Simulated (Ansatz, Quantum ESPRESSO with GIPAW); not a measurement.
# 19F and 13C NMR of KCdCO3F, calculated, part 2 of 2

Wanted: NMR shieldings and quadrupolar couplings for each site of KCdCO3F.

Quantum ESPRESSO with GIPAW; PBE.

So far. Step 3 (Magnetic response): An axis of order three or more runs through Cd, K, F and C, so two principal values coincide and the skew is ±1. In this run the largest span among the lighter atoms is that of O (site symmetry m), with principal values -40.1, 104.8 and 120.5 ppm. On O the middle shielded direction lies along its short bond to C.

## (4) Quadrupolar couplings

Level of this step: DFT, PBE, plane-wave PAW, default files, scalar-relativistic, field gradients (Ansatz).

17O and 39K have a quadrupole moment, which couples to the field gradient and broadens the lines. The gradient is a property of the ground-state density and needs no response; it is taken from a second code that counts the whole PAW charge. C_Q = eQV_zz/h, with Q = -0.02558 barn for 17O, 0.0603 barn for 39K.

This step: DFT, PBE, plane-wave PAW, default files (PAW set soft_2), scalar-relativistic, field gradients (Ansatz 0.2.0), on the same atoms.

Contents of input.yaml:

```yaml
crystal:
  lattice:
    - [5.1349, 0.0, 0.0]
    - [-2.56745, 4.4469538459, 0.0]
    - [0.0, 0.0, 8.846]
  atoms:
    - { symbol: Cd, position: [0.0, 0.0, 0.75] }
    - { symbol: Cd, position: [0.0, 0.0, 0.25] }
    - { symbol: K, position: [0.66666667, 0.33333333, 0.0] }
    - { symbol: K, position: [0.66666667, 0.33333333, 0.5] }
    - { symbol: F, position: [0.0, 0.0, 0.0] }
    - { symbol: F, position: [0.0, 0.0, 0.5] }
    - { symbol: O, position: [0.5351712162, 0.9496388714, 0.75] }
    - { symbol: O, position: [0.4144676552, 0.4648287838, 0.75] }
    - { symbol: O, position: [0.0503611286, 0.5855323448, 0.75] }
    - { symbol: O, position: [0.0503611286, 0.4648287838, 0.25] }
    - { symbol: O, position: [0.5351712162, 0.5855323448, 0.25] }
    - { symbol: O, position: [0.4144676552, 0.9496388714, 0.25] }
    - { symbol: C, position: [0.33333333, 0.66666667, 0.75] }
    - { symbol: C, position: [0.33333333, 0.66666667, 0.25] }
kpoints:
  mp_grid: { grid: [6, 6, 3] }
scf:
  occupations: { method: fixed }
hamiltonian:
  xc: pbe
  pseudopotentials: { kind: paw, frozen_core: stored }
output:
  forces: false
  stress: false
  efg: { quadrupole_moments_barn: { K: 0.0603, O: -0.02558 } }
```

Run with:

```bash
ansatz run input.yaml --threads 8 --pin off --max-ram 16384MiB --backend cpu --events-out ev --progress --plain --runs-dir out
```

Log:

```text
[... set-up, SCF cycles and energies left out ...]
--- PAW observables at the nuclei: V_zz in 10²¹ V/m², potentials from the cell's mean, atoms counted from 1 ---
  atom   1  Cd V_zz =    -0.769578   η = 0.0000   by run symmetry: allowed
  atom   2  Cd V_zz =    -0.769578   η = 0.0000   by run symmetry: allowed
  atom   3  K  V_zz =    -2.081346   η = 0.0000   by run symmetry: allowed   C_q = -3.0347 MHz
  atom   4  K  V_zz =    -2.081346   η = 0.0000   by run symmetry: allowed   C_q = -3.0347 MHz
  atom   5  F  V_zz =    +9.193668   η = 0.0000   by run symmetry: allowed
  atom   6  F  V_zz =    +9.193668   η = 0.0000   by run symmetry: allowed
  atom   7  O  V_zz =   +11.558976   η = 0.5157   by run symmetry: allowed   C_q = -7.1495 MHz
  atom   8  O  V_zz =   +11.558976   η = 0.5157   by run symmetry: allowed   C_q = -7.1495 MHz
  atom   9  O  V_zz =   +11.558976   η = 0.5157   by run symmetry: allowed   C_q = -7.1495 MHz
  atom  10  O  V_zz =   +11.558976   η = 0.5157   by run symmetry: allowed   C_q = -7.1495 MHz
  atom  11  O  V_zz =   +11.558976   η = 0.5157   by run symmetry: allowed   C_q = -7.1495 MHz
  atom  12  O  V_zz =   +11.558976   η = 0.5157   by run symmetry: allowed   C_q = -7.1495 MHz
  atom  13  C  V_zz =    +2.532721   η = 0.0000   by run symmetry: allowed
  atom  14  C  V_zz =    +2.532721   η = 0.0000   by run symmetry: allowed
[the lines on potentials at the nuclei are left out]
```

Wall time 1.1 s (8 threads of Intel Xeon 6975P-C (Granite Rapids), shared host); peak memory 0.9 GiB; 6.2 s of CPU time.

Among nuclei of half-integer spin the second-order effect is largest for 39K on K (spin 3/2, C_Q -3.03 MHz): at 9.4 T it moves the centre of gravity of the MAS line by -658 ppm from δ_iso, and by a quarter of that at twice the field, by δ_Q = −(3/40)(C_Q/ν0)²(1 + η²/3)[I(I+1) − 3/4]/[I²(2I−1)²] × 10⁶ ppm with ν0 = 18.7 MHz.

## (5) Sites, surroundings and shifts

A shielding is counted from the bare nucleus and a shift from a reference compound, with the opposite sign. A fitted line does better than one reference, as its slope takes up part of the functional's error.

Reference lines, from the same functional and files: 19F: δ = (115.5 − σ) / 1.179, zero at CFCl3, fitted to 7 measured values, from BaF2, CdF2, KF, LiF, MgF2, NaF and ZnF2, with a scatter of 6.5 ppm r.m.s. (CaF2 fall off this line, as semilocal functionals put their cations' empty d or f shells too low, and are left out), on σ without the shape term; 13C: δ = (172.7 − σ) / 1.041, zero at TMS, fitted to 5 measured values, from C, C3H4O4 and SiC, with a scatter of 1.3 ppm r.m.s., with σ taken with the shape term of a sphere (8.5 ppm here). Kinds of site that fitted badly were split off after the misses were seen, so the scatter is that of the points kept.

Covalently bonded atoms count as neighbours within 1.18 times the sum of their radii. Otherwise a cation's neighbours lie within 1.2 times its shortest bond (1.3 for large cations, each anion's radius taken off where they differ), and an anion's are the cations that count it.

| site | atom no. | atoms in cell | surroundings | bonds (Å) | δ_iso (ppm) | C_Q (MHz) | η_Q |
| --- | --- | --- | --- | --- | --- | --- | --- |
| Cd | 1 | 2 | CdF2O3 | 2.21 to 2.27 | - | - | - |
| K | 3 | 2 | KF3O6 | 2.81 to 2.96 | - | -3.03 | 0.00 |
| F | 5 | 2 | bound to Cd2K3 | 2.21 to 2.96 | -211.5 | - | - |
| O | 7 | 6 | bound to CCdK2 | 1.30 to 2.81 | - | -7.15 | 0.52 |
| C | 13 | 2 | CO3 | 1.296 | 169.5 | - | - |

Simulated spectrum: 19F MAS at 25 kHz, 16.4 T (657.3 MHz), lines broadened by 2 ppm; rigid lattice, with dipolar and J couplings left out. Lines over 1.5 % of the strongest (ppm: area): -173.5: 0.02, -211.5: 1.00, -249.5: 0.02. Spinning sidebands lie 38.0 ppm apart.

Simulated spectrum: 13C MAS at 8 kHz, 9.4 T (100.7 MHz), lines broadened by 0.8 ppm; rigid lattice, with dipolar and J couplings left out. Lines over 1.5 % of the strongest (ppm: area): 248.9: 0.02, 169.5: 1.00, 90.0: 0.02. Spinning sidebands lie 79.5 ppm apart.

Simulated spectrum: 17O fast MAS, 9.4 T (54.3 MHz), central transition to second order, lines broadened by 3.8 ppm; the axis counts ppm from the isotropic position of O, as −Δσ; rigid lattice, with dipolar and J couplings and satellite transitions left out.

offset (ppm), intensity and a bar:
```
       17       0.00 
        7       0.00 
       -3       0.01 
      -12       0.29 #########
      -21       0.31 #########
      -31       0.34 ##########
      -41       0.36 ###########
      -50       0.39 ############
      -60       0.43 #############
      -69       0.50 ###############
      -78       0.60 ##################
      -85       0.83 #########################
      -88       0.74 ######################
      -98       0.57 #################
     -108       0.52 ################
     -117       0.51 ###############
     -126       0.53 ################
     -136       0.58 ##################
     -145       0.81 ########################
     -148       1.00 ##############################
     -155       0.43 #############
     -165       0.33 ##########
     -174       0.29 #########
     -183       0.26 ########
     -193       0.24 #######
     -203       0.22 #######
     -212       0.20 ######
     -222       0.08 ##
     -231       0.07 ##
     -240       0.07 ##
     -250       0.07 ##
     -260       0.06 ##
     -269       0.06 ##
     -279       0.00 
     -288       0.00 
     -297       0.00
```

Most prominent maxima (ppm: height): -85: 0.83, -148: 1.00.

## (6) What the settings change

Each row names what was changed: another mesh tests the sampling of the zone; another file of one element tests how much hangs on the way the file is built.

Changes of σ_iso (ppm) against the run above (PBE, cutoffs 55 and 640 Ry, mesh 6×6×3, 77 min). Times are CPU times of pw.x and gipaw.x together, on 8 MPI ranks of Intel Xeon 6975P-C (Granite Rapids), shared host; on a shared host they are rough.

| run | CPU time | f-sum miss | Cd | K | F | O | C |
| --- | --- | --- | --- | --- | --- | --- | --- |
| mesh 8×8×4 | 2.6 h | 0.0095 | +0.0 | +0.0 | +0.0 | -0.0 | -0.0 |
| file O.pbe-nl-kjpaw | 59 min | 0.0097 | +0.1 | -0.0 | +0.0 | -0.6 | -0.3 |

The largest move is -0.6 ppm, on O, from file O.pbe-nl-kjpaw.

## (7) Summary of results

```json
{"19F shift": "-211.5 ppm", "13C shift": "169.5 ppm", "17O shielding without shape term": "61.8 ppm", "17O size of C_Q": "7.15 MHz", "39K shielding without shape term": "1203.7 ppm", "39K size of C_Q": "3.03 MHz", "113Cd shielding without shape term": "3833 ppm"}
```

What this shows: 19F has one site (bound to Cd2K3), with isotropic shift -211.5 ppm. 13C has one site (CO3), with isotropic shift 169.5 ppm. Going to mesh 8×8×4 changes no isotropic shielding by more than 0.0034 ppm, so the main run is converged in that respect. A higher cutoff was not carried through on these files. The scalar-relativistic files are used with non-relativistic response operators, which weighs most on the heavy atoms' own shieldings. In PBE checks against another PAW code, field gradients made this way came out (cores as stored) 4 to 9 % larger on O (three silicas and corundum) and 6 % smaller on Al (corundum alone). This build of gipaw.x prints that it is not audited and that its numbers are no references by themselves. It also reports spline_ps as false although the input sets it; why was not traced. Without spin-orbit coupling, gradients at and beside the heavy atoms are unsure. The sphere term behind these shifts is unreliable in hexagonal and trigonal cells, by up to a few ppm.

[Banner, clock, file and message-heading lines were taken out of the pw.x and gipaw.x logs.]

[Logs are printed without paths, hosts, clocks, repeated set-up lines and the standing remarks that a program may print on its own settings, such as how far it seeks lower states.]

[Hosts, paths, dates, database ids (printed as entryN), source tags and the programs' standing remarks are cut or masked in the printed files.]

[Where no reference line passes its bar on scatter, no shift is given, so a measured shift of this compound may stand uncompared.]
